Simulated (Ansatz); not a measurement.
```cif
data_res2
_symmetry_space_group_name_H-M 'P-1'
_symmetry_Int_Tables_number 2
_cell_length_a 6.2990
_cell_length_b 6.3245
_cell_length_c 6.4031
_cell_angle_alpha 91.671
_cell_angle_beta 118.769
_cell_angle_gamma 105.192
_cell_volume 212.12
loop_
_atom_site_label
_atom_site_type_symbol
_atom_site_symmetry_multiplicity
_atom_site_Wyckoff_symbol
_atom_site_fract_x
_atom_site_fract_y
_atom_site_fract_z
_atom_site_occupancy
Re1 Re 2 i 0.05846 0.49196 0.31120 1
Re2 Re 2 i 0.48702 0.49753 0.28522 1
S1 S 2 i 0.24586 0.30432 0.86509 1
S2 S 2 i 0.27823 0.75933 0.65879 1
S3 S 2 i 0.77453 0.27718 0.89138 1
S4 S 2 i 0.74972 0.78877 0.61605 1
_calc_subject 'ReS2 (P-1): spin-orbit coupling beyond the local functionals'
_calc_method 'DFT, HSE06 with spin-orbit coupling, plane waves, PAW (and 1 further level or step)'
_calc_program 'Ansatz 0.2.0'
_calc_settings_of_one_run 'cutoff 420 eV, 2×2×2 k-mesh, default PAW, PAW set soft 2'
_calc_cost '2 runs, 7.1 min in all on 1 × NVIDIA H100 80GB HBM3 (shared by 6 runs) with 3 threads of AMD EPYC 7R13 (Zen 3), shared host (the runs of this entry)'
_calc_notes 'The program’s warnings: device shed. The structure was relaxed with LDA. The lattice is static and excitons are left out. The runs have no spin polarisation. For a closed low-spin shell that is the natural state; where a d or f shell is open it is a constraint, and the gap is then not the crystal’s own.'
_calc_hse06 '1.85 eV'
_calc_hse06_soc '1.66 eV'
```

[Paths, hosts, dates, memory and timing lines, banners, echoed tables and standing remarks are left out of the program output.]

[Logs are printed without paths, hosts, clocks, repeated set-up lines and the standing remarks that a program may print on its own settings, such as how far it seeks lower states.]

[Runs of the session that timed out or met a known fault of the program may be left out.]

[Cells called generated may have been cut or substituted from an entry of the Crystallography Open Database or the Materials Project.]

[Hosts, paths, dates, database ids (printed as entryN), source tags and the programs' standing remarks are cut or masked in the printed files.]
